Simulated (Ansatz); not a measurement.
# Resistivity from frozen vibrations: Cu(111) with 4 thermally displaced layers, 2x2, part 2 of 2

Wanted: the phonon-limited resistivity of Cu at 180 K by the Landauer route.

Ansatz 0.2.0; Ansatz plane-wave DFT, PBE, PAW files; ballistic transport by layer matching (Landauer), zero bias; PAW set soft_1.

So far. Step 2 (With 4 displaced layers): Over the solved energies the transmission per spin lies between 3.15 and 3.16, out of 3.21 channels of the lead on average (up to 3.21).

## 3. With 8 displaced layers

Each atom of 8 layers is moved at random, by amounts drawn from a normal law 0.062 Å wide in each direction from the Debye model (343 K) at 180 K. A fresh draw is used; the growth of the resistance with length is what counts.

System of this step: Cu(111) with 8 thermally displaced layers, 2x2. The cell holds 56 atoms: 56 Cu. Its edges and angles: a = 5.112 Å, b = 5.112 Å, c = 29.257 Å, α = 87.5°, β = 92.5°, γ = 120.0°. It derives from Cu. Regions: lead, 24 atoms (24 Cu); scattering region, 32 atoms (32 Cu). The structure is stacked along c, and the current runs across the ab planes.

File input.yaml:

```yaml
crystal:
  lattice:
    - [5.1123254594, 0.0, 0.0]
    - [-2.5561627297, 4.4274037203, 0.0]
    - [-1.2780813649, 0.73790062, 29.2193738075]
  atoms:
    - { symbol: Cu, position: [0.005952381, 0.994047619, 0.0357142857] }
    - { symbol: Cu, position: [0.005952381, 0.494047619, 0.0357142857] }
    - { symbol: Cu, position: [0.505952381, 0.994047619, 0.0357142857] }
    - { symbol: Cu, position: [0.505952381, 0.494047619, 0.0357142857] }
    - { symbol: Cu, position: [0.1845238095, 0.3154761905, 0.1071428571] }
    - { symbol: Cu, position: [0.1845238095, 0.8154761905, 0.1071428571] }
    - { symbol: Cu, position: [0.6845238095, 0.3154761905, 0.1071428571] }
    - { symbol: Cu, position: [0.6845238095, 0.8154761905, 0.1071428571] }
    - { symbol: Cu, position: [0.3630952381, 0.1369047619, 0.1785714286] }
    - { symbol: Cu, position: [0.3630952381, 0.6369047619, 0.1785714286] }
    - { symbol: Cu, position: [0.8630952381, 0.1369047619, 0.1785714286] }
    - { symbol: Cu, position: [0.8630952381, 0.6369047619, 0.1785714286] }
    - { symbol: Cu, position: [0.0728550786, 0.9766258645, 0.2507584265] }
    - { symbol: Cu, position: [0.0272116293, 0.4580387569, 0.2513931596] }
    - { symbol: Cu, position: [0.5289587856, 0.9637152489, 0.2509122492] }
    - { symbol: Cu, position: [0.5415829292, 0.4419829865, 0.2485957464] }
    - { symbol: Cu, position: [0.2073677164, 0.2627628126, 0.3251198275] }
    - { symbol: Cu, position: [0.2164353205, 0.7844608078, 0.3208798333] }
    - { symbol: Cu, position: [0.7489147847, 0.2980304564, 0.3227726613] }
    - { symbol: Cu, position: [0.6941172683, 0.7802487886, 0.3228794783] }
    - { symbol: Cu, position: [0.407304191, 0.0918918216, 0.3967237835] }
    - { symbol: Cu, position: [0.3784917888, 0.5915945954, 0.3948414896] }
    - { symbol: Cu, position: [0.9134936446, 0.1291686872, 0.393257215] }
    - { symbol: Cu, position: [0.8880993794, 0.596288374, 0.3905415317] }
    - { symbol: Cu, position: [0.0665038383, 0.9312428388, 0.4655190542] }
    - { symbol: Cu, position: [0.0883960681, 0.4114528405, 0.4678703086] }
    - { symbol: Cu, position: [0.5847674075, 0.9448227969, 0.4633672637] }
    - { symbol: Cu, position: [0.5705740974, 0.4257526421, 0.466474646] }
    - { symbol: Cu, position: [0.2533305586, 0.2363212694, 0.5328679727] }
    - { symbol: Cu, position: [0.2428232139, 0.7507379806, 0.5378146374] }
    - { symbol: Cu, position: [0.7467447872, 0.2286916055, 0.5375670405] }
    - { symbol: Cu, position: [0.7356482669, 0.7338409562, 0.5370321989] }
    - { symbol: Cu, position: [0.4097311715, 0.0710932879, 0.6059085091] }
    - { symbol: Cu, position: [0.4353906552, 0.5643444511, 0.6075717808] }
    - { symbol: Cu, position: [0.938135469, 0.0543521017, 0.6101584403] }
    - { symbol: Cu, position: [0.9496513448, 0.5768812396, 0.6096149111] }
    - { symbol: Cu, position: [0.1285858081, 0.898699929, 0.678731852] }
    - { symbol: Cu, position: [0.0945716189, 0.3852855372, 0.6769383781] }
    - { symbol: Cu, position: [0.5974472107, 0.8907256658, 0.6773648629] }
    - { symbol: Cu, position: [0.5933954118, 0.3722018738, 0.6791410586] }
    - { symbol: Cu, position: [0.3052731434, 0.2268601842, 0.7499704705] }
    - { symbol: Cu, position: [0.3145300897, 0.7275662095, 0.7524408614] }
    - { symbol: Cu, position: [0.7717016297, 0.2254217739, 0.7507207356] }
    - { symbol: Cu, position: [0.7995417376, 0.7133972494, 0.7508122805] }
    - { symbol: Cu, position: [0.4702380952, 0.0297619048, 0.8214285714] }
    - { symbol: Cu, position: [0.4702380952, 0.5297619048, 0.8214285714] }
    - { symbol: Cu, position: [0.9702380952, 0.0297619048, 0.8214285714] }
    - { symbol: Cu, position: [0.9702380952, 0.5297619048, 0.8214285714] }
    - { symbol: Cu, position: [0.1488095238, 0.8511904762, 0.8928571429] }
    - { symbol: Cu, position: [0.1488095238, 0.3511904762, 0.8928571429] }
    - { symbol: Cu, position: [0.6488095238, 0.8511904762, 0.8928571429] }
    - { symbol: Cu, position: [0.6488095238, 0.3511904762, 0.8928571429] }
    - { symbol: Cu, position: [0.3273809524, 0.1726190476, 0.9642857143] }
    - { symbol: Cu, position: [0.3273809524, 0.6726190476, 0.9642857143] }
    - { symbol: Cu, position: [0.8273809524, 0.1726190476, 0.9642857143] }
    - { symbol: Cu, position: [0.8273809524, 0.6726190476, 0.9642857143] }
kpoints:
  mp_grid: { grid: [5, 5, 1] }
hamiltonian:
  xc: pbe
  pseudopotentials: { kind: paw, azcp: { folder: soft_1 } }
scf:
  occupations: { method: fermi_dirac, width: 0.1 }
output:
  transmission:
    leads: [[0, 4]]
    kmesh: [10, 10]
    e_range: [-0.05, 0.05]
    de: 0.05
  write_potential: true
  write_density: true
  volumetric_format: npy
```

On the command line:

```sh
$ ansatz run input.yaml --threads 4 --pin off --max-ram 15360MiB --backend cpu --events-out ev --progress --plain --runs-dir out
```

Numbers of over 12 decimals in the logs are rounded to 6 here.

The log of the run:

```text
[...]
Crystal: 56 atoms, lattice volume = 661.361 Å³
Basis set: ecut = 420 eV, 12983 PW (Γ)
Bands: 639, of which v1, the nominal top of the filled ones, is band 532 counted from 1 (531 counted from 0)
Symmetry: 1 space group operations
[...]
k-points: 13 of 25 (time reversal used)
[...]
SCF iter   1: F=—  HF=-371059.963552 eV  |F-HF|=—  |Δ(HF+E_count)|=         —  Δρ=2.67e-1  dr2=2.82e2  ethr=3.10e-3  ⟨swp⟩=4.8  Hψ=25591  notcnv=0  defer=22
[...]
SCF iter  12: F=-371008.837753 eV  HF=-371008.837753 eV  |F-HF|=3.54e-8  |Δ(HF+E_count)|=   1.24e-8  Δρ=1.94e-6  dr2=3.78e-8  ethr=9.40e-12  ⟨swp⟩=7.2  Hψ=29004  notcnv=0
SCF 1 converged in 12 iterations: F = -371008.837753 eV  dr2 = 3.78e-8
[...]
transmission: 234 of 2340 steps passed
transmission: 468 of 2340 steps passed
[...]
transmission: 2340 of 2340 steps passed
SCF converged after 12 iterations
Free energy (F): -371008.837753 eV
[...]
Internal energy: -371008.124490 eV  (E = F + TS)
E sigma→0 (E₀):  -371008.481122 eV
Entropy (-TS):   -0.713263 eV (-12.737 meV/atom)
Fermi energy:    16.340590 eV
[...]
--- Band table (eV; the first three rows and the last of 13) ---
  k-point 0: bands = [... 528 lower, 16.3315, 16.6223, 16.6401, 16.8687, 16.8945, 16.9039, 16.9217, 17.1038, ... 103 higher]
  k-point 1: bands = [... 528 lower, 16.0773, 16.2007, 16.2277, 16.2376, 16.3269, 16.4096, 16.4513, 16.5220, ... 103 higher]
  k-point 2: bands = [... 528 lower, 16.0918, 16.1513, 16.1743, 16.2804, 16.3249, 16.4237, 16.5829, 16.6059, ... 103 higher]
  k-point 12: bands = [... 528 lower, 15.6416, 15.7205, 16.0335, 16.3864, 16.5188, 16.7604, 16.7948, 16.9730, ... 103 higher]
--- Transmission ---
  basis      : 199 plane waves across, 45 finite elements along
  points     : 52, standing for a mesh of 10 x 10
[...]
channels       : 3.210000e0 a spin
[...]
junction   : crystal 0 to crystal 0, 0.70 to 27.83 Å
    transmission   : 3.099601e0 a spin
[...]
```

Wall time 17 min (4 threads of Arm Neoverse V1, shared host); peak memory 8.4 GiB; 63 min of CPU time.

This step gave:

* free energy: -371008.8378 eV
* energy at zero smearing: -371008.4811 eV
* transmission per spin nearest the Fermi level: 3.100
* step of the lead's potential: 2.1 meV

Per spin. Transmission, zone mean against energy, zero at the Fermi level:

```csv
energy (eV),"transmission, zone mean"
-0.0500,3.06
0.0000,3.10
0.0500,3.11
```

Over the solved energies the transmission per spin lies between 3.06 and 3.11, out of 3.21 channels of the lead on average (up to 3.21).

## 4. With 12 displaced layers

Each atom of 12 layers is moved at random, by amounts drawn from a normal law 0.062 Å wide in each direction from the Debye model (343 K) at 180 K. A fresh draw is used; the growth of the resistance with length is what counts.

System of this step: Cu(111) with 12 thermally displaced layers, 2x2. The cell holds 72 atoms: 72 Cu. Its edges and angles: a = 5.112 Å, b = 5.112 Å, c = 37.568 Å, α = 90.0°, β = 90.0°, γ = 120.0°. It derives from Cu. Regions: lead, 24 atoms (24 Cu); scattering region, 48 atoms (48 Cu). The structure is stacked along c, and the current runs across the ab planes.

File input.yaml:

```yaml
crystal:
  lattice:
    - [5.1123254594, 0.0, 0.0]
    - [-2.5561627297, 4.4274037203, 0.0]
    - [0.0, 0.0, 37.567766324]
  atoms:
    - { symbol: Cu, position: [0.0, 0.0, 0.0277777778] }
    - { symbol: Cu, position: [0.0, 0.5, 0.0277777778] }
    - { symbol: Cu, position: [0.5, 0.0, 0.0277777778] }
    - { symbol: Cu, position: [0.5, 0.5, 0.0277777778] }
    - { symbol: Cu, position: [0.1666666667, 0.3333333333, 0.0833333333] }
    - { symbol: Cu, position: [0.1666666667, 0.8333333333, 0.0833333333] }
    - { symbol: Cu, position: [0.6666666667, 0.3333333333, 0.0833333333] }
    - { symbol: Cu, position: [0.6666666667, 0.8333333333, 0.0833333333] }
    - { symbol: Cu, position: [0.3333333333, 0.1666666667, 0.1388888889] }
    - { symbol: Cu, position: [0.3333333333, 0.6666666667, 0.1388888889] }
    - { symbol: Cu, position: [0.8333333333, 0.1666666667, 0.1388888889] }
    - { symbol: Cu, position: [0.8333333333, 0.6666666667, 0.1388888889] }
    - { symbol: Cu, position: [0.0013608513, 0.9949731715, 0.1913056311] }
    - { symbol: Cu, position: [0.9930505329, 0.4887431809, 0.1962273475] }
    - { symbol: Cu, position: [0.4970820342, 0.00116913, 0.1930420964] }
    - { symbol: Cu, position: [0.4937257512, 0.4998384715, 0.1919927044] }
    - { symbol: Cu, position: [0.1695709541, 0.3318477182, 0.248042867] }
    - { symbol: Cu, position: [0.1411706454, 0.8405189824, 0.2495088118] }
    - { symbol: Cu, position: [0.6585842902, 0.3300258248, 0.2529982505] }
    - { symbol: Cu, position: [0.6666691979, 0.8345464959, 0.2475454578] }
    - { symbol: Cu, position: [0.3597394017, 0.1795167189, 0.3073166237] }
    - { symbol: Cu, position: [0.3403307608, 0.6795050494, 0.3061678354] }
    - { symbol: Cu, position: [0.8397050937, 0.1645350993, 0.3031227762] }
    - { symbol: Cu, position: [0.8322623768, 0.6395662219, 0.3051595194] }
    - { symbol: Cu, position: [0.9902163009, 0.9853940242, 0.3621231238] }
    - { symbol: Cu, position: [0.9945108231, 0.4938813577, 0.3619691548] }
    - { symbol: Cu, position: [0.5039462492, 0.0194536229, 0.3616912181] }
    - { symbol: Cu, position: [0.4806312946, 0.4727692276, 0.3589525515] }
    - { symbol: Cu, position: [0.1794947727, 0.3326245885, 0.4161993443] }
    - { symbol: Cu, position: [0.1776159372, 0.8153689457, 0.4156999879] }
    - { symbol: Cu, position: [0.6650405459, 0.3415453915, 0.4155714445] }
    - { symbol: Cu, position: [0.6479857354, 0.8108521086, 0.4178705209] }
    - { symbol: Cu, position: [0.3397752335, 0.1599946816, 0.4724918289] }
    - { symbol: Cu, position: [0.3143504279, 0.6600585979, 0.4744966493] }
    - { symbol: Cu, position: [0.8511587672, 0.1990249013, 0.4709228926] }
    - { symbol: Cu, position: [0.8390026704, 0.6639284727, 0.4731561535] }
    - { symbol: Cu, position: [0.995982548, 0.9921400333, 0.5263457014] }
    - { symbol: Cu, position: [0.0366471927, 0.4989167291, 0.5244491051] }
    - { symbol: Cu, position: [0.4968811466, 0.0094964142, 0.5269524707] }
    - { symbol: Cu, position: [0.5235208771, 0.5140392794, 0.5275263297] }
    - { symbol: Cu, position: [0.15390256, 0.319260402, 0.5821779781] }
    - { symbol: Cu, position: [0.1572326975, 0.8502017344, 0.5859589224] }
    - { symbol: Cu, position: [0.6431554695, 0.316783048, 0.5804142517] }
    - { symbol: Cu, position: [0.6332226106, 0.7898269432, 0.5814479032] }
    - { symbol: Cu, position: [0.3466432965, 0.1618252844, 0.640299454] }
    - { symbol: Cu, position: [0.3397321692, 0.6913260269, 0.6392177154] }
    - { symbol: Cu, position: [0.8465741491, 0.2024151262, 0.6383533201] }
    - { symbol: Cu, position: [0.8199347138, 0.6694945556, 0.6388247883] }
    - { symbol: Cu, position: [0.0064796931, 0.987091881, 0.6957726993] }
    - { symbol: Cu, position: [0.0056675172, 0.4906485788, 0.6947138928] }
    - { symbol: Cu, position: [0.5063509045, 0.0328546606, 0.6932822013] }
    - { symbol: Cu, position: [0.4870406333, 0.4850722031, 0.6938731414] }
    - { symbol: Cu, position: [0.171972103, 0.3440867499, 0.7489923391] }
    - { symbol: Cu, position: [0.1544939063, 0.8134944224, 0.7486343011] }
    - { symbol: Cu, position: [0.7073843019, 0.3479166626, 0.7487101921] }
    - { symbol: Cu, position: [0.6436131413, 0.8196696227, 0.7499641974] }
    - { symbol: Cu, position: [0.3285419146, 0.1562413829, 0.8034319533] }
    - { symbol: Cu, position: [0.3537488484, 0.6729928331, 0.8049372987] }
    - { symbol: Cu, position: [0.8269486513, 0.1592502272, 0.8007093589] }
    - { symbol: Cu, position: [0.8272393719, 0.6516729536, 0.8039005385] }
    - { symbol: Cu, position: [0.0, 0.0, 0.8611111111] }
    - { symbol: Cu, position: [0.0, 0.5, 0.8611111111] }
    - { symbol: Cu, position: [0.5, 0.0, 0.8611111111] }
    - { symbol: Cu, position: [0.5, 0.5, 0.8611111111] }
    - { symbol: Cu, position: [0.1666666667, 0.3333333333, 0.9166666667] }
    - { symbol: Cu, position: [0.1666666667, 0.8333333333, 0.9166666667] }
    - { symbol: Cu, position: [0.6666666667, 0.3333333333, 0.9166666667] }
    - { symbol: Cu, position: [0.6666666667, 0.8333333333, 0.9166666667] }
    - { symbol: Cu, position: [0.3333333333, 0.1666666667, 0.9722222222] }
    - { symbol: Cu, position: [0.3333333333, 0.6666666667, 0.9722222222] }
    - { symbol: Cu, position: [0.8333333333, 0.1666666667, 0.9722222222] }
    - { symbol: Cu, position: [0.8333333333, 0.6666666667, 0.9722222222] }
kpoints:
  mp_grid: { grid: [5, 5, 1] }
hamiltonian:
  xc: pbe
  pseudopotentials: { kind: paw, azcp: { folder: soft_1 } }
scf:
  occupations: { method: fermi_dirac, width: 0.1 }
output:
  transmission:
    leads: [[0, 4]]
    kmesh: [10, 10]
    e_range: [-0.05, 0.05]
    de: 0.05
  write_potential: true
  write_density: true
  volumetric_format: npy
```

The log of the run:

```text
[...]
Crystal: 72 atoms, lattice volume = 850.321 Å³
Basis set: ecut = 420 eV, 16727 PW (Γ)
Bands: 821, of which v1, the nominal top of the filled ones, is band 684 counted from 1 (683 counted from 0)
Symmetry: 1 space group operations
[...]
k-points: 13 of 25 (time reversal used)
[...]
SCF iter   1: F=—  HF=-477076.463290 eV  |F-HF|=—  |Δ(HF+E_count)|=         —  Δρ=2.67e-1  dr2=3.62e2  ethr=3.10e-3  ⟨swp⟩=5.0  Hψ=31561  notcnv=0  defer=50
[...]
SCF iter  13: F=-477010.943323 eV  HF=-477010.943323 eV  |F-HF|=2.21e-8  |Δ(HF+E_count)|=   1.34e-8  Δρ=9.16e-7  dr2=3.02e-8  ethr=7.31e-12  ⟨swp⟩=7.0  Hψ=37207  notcnv=0
SCF 1 converged in 13 iterations: F = -477010.943323 eV  dr2 = 3.02e-8
[...]
transmission: 312 of 3068 steps passed
transmission: 621 of 3068 steps passed
[...]
transmission: 3068 of 3068 steps passed
SCF converged after 13 iterations
Free energy (F): -477010.943323 eV
[...]
Internal energy: -477010.106479 eV  (E = F + TS)
E sigma→0 (E₀):  -477010.524901 eV
Entropy (-TS):   -0.836845 eV (-11.623 meV/atom)
Fermi energy:    16.320437 eV
[...]
--- Band table (eV; the first three rows and the last of 13) ---
  k-point 0: bands = [... 680 lower, 16.3698, 16.7696, 16.7902, 16.8060, 16.8162, 16.8387, 16.8590, 17.0953, ... 133 higher]
  k-point 1: bands = [... 680 lower, 16.0114, 16.1569, 16.1697, 16.3183, 16.3359, 16.4382, 16.4608, 16.4857, ... 133 higher]
  k-point 2: bands = [... 680 lower, 16.1368, 16.1491, 16.2202, 16.2464, 16.3221, 16.3465, 16.3851, 16.4575, ... 133 higher]
  k-point 12: bands = [... 680 lower, 15.8477, 15.9746, 15.9825, 16.3317, 16.3405, 16.8150, 16.8261, 16.9497, ... 133 higher]
--- Transmission ---
  basis      : 199 plane waves across, 59 finite elements along
  points     : 52, standing for a mesh of 10 x 10
[...]
channels       : 3.210000e0 a spin
[...]
junction   : crystal 0 to crystal 0, 0.70 to 36.18 Å
    transmission   : 2.992756e0 a spin
[...]
```

Run time: 33 min. Hardware: 4 threads; peak memory 7.4 GiB.

This step gave:

| Item | Value |
| --- | --- |
| free energy | -477010.9433 eV |
| energy at zero smearing | -477010.5249 eV |
| Fermi energy | 16.32 eV |
| transmission per spin nearest the Fermi level | 2.993 |
| step of the lead's potential | 5 meV |

Per spin. Table of transmission, zone mean by energy, zero at the Fermi level:

```csv
energy (eV),"transmission, zone mean"
-0.0500,2.97
0.0000,2.99
0.0500,3.01
```

Over the solved energies the transmission per spin lies between 2.97 and 3.01, out of 3.21 channels of the lead on average (up to 3.21).

## 5. Resistance against length

This step: Ansatz plane-wave DFT, PBE, PAW files; ballistic transport by layer matching (Landauer), zero bias; resistivity from the slope of the area resistance; PAW set soft_1 (Ansatz 0.2.0).

This step gave:

```yaml
resistivity: 3.103 µΩ cm
intercept: -0.01290 fΩ m²
scatter_about_the_fit: 0.003132 fΩ m²
```

Resistance, by row:

```csv
run,length (Å),T,channels N,RA (fΩ m²)
n4,8.348,3.157,3.21,0.01522
n8,16.7,3.093,3.21,0.03448
n12,25.05,2.99,3.21,0.06703
```

Area resistance against length of the displaced region:

```csv
length of the displaced region (Å),area resistance (fΩ m²)
8.35,0.0152
16.70,0.0345
25.05,0.0670
```

The area resistance goes from 0.015 to 0.067 fΩ m² between 8.3 and 25.0 Å, a slope of 3.1 µΩ cm.

By hand from the end points: (0.06703 − 0.01522) fΩ m² / (25.05 − 8.35) Å = 3.1 µΩ cm, since 1 fΩ m² per Å is 1000 µΩ cm.

## 6. Results

| Item | Value |
| --- | --- |
| resistivity from the slope | 3.10 µΩ cm |
| area resistance over 8.35 Å | 0.0152 fΩ m² |
| area resistance over 16.7 Å | 0.0345 fΩ m² |
| area resistance over 25.0 Å | 0.0670 fΩ m² |

**Reading.** The slope gives 3.1 µΩ cm. The points scatter by 0.0031 fΩ m² about the line, with one random draw a length in a 2x2 cell, so the slope is a rough value. The mean square of the displacements drawn is 0.78, 0.99 and 1.2 of the nominal one at the three lengths; with each resistance scaled back by that, the slope is 2.2 µΩ cm, the value used below. Read with a model of isotropic scattering on a spherical Fermi surface and the lead's 1.1×10¹⁵ S/m², this slope means a mean free path near 374 Å; over these lengths the model's slope is 1.23 times its bulk resistivity, which would be 1.8 µΩ cm. Uncorrelated displacements put too much weight on short waves, which scatter strongly; with the sideways repeat of a small cell, one draw and three short lengths, the method is good to a factor of two or three.

[Logs are printed without paths, hosts, clocks, repeated set-up lines and the standing remarks that a program may print on its own settings, such as how far it seeks lower states.]

[Hosts, paths, dates, database ids (printed as entryN), source tags and the programs' standing remarks are cut or masked in the printed files.]
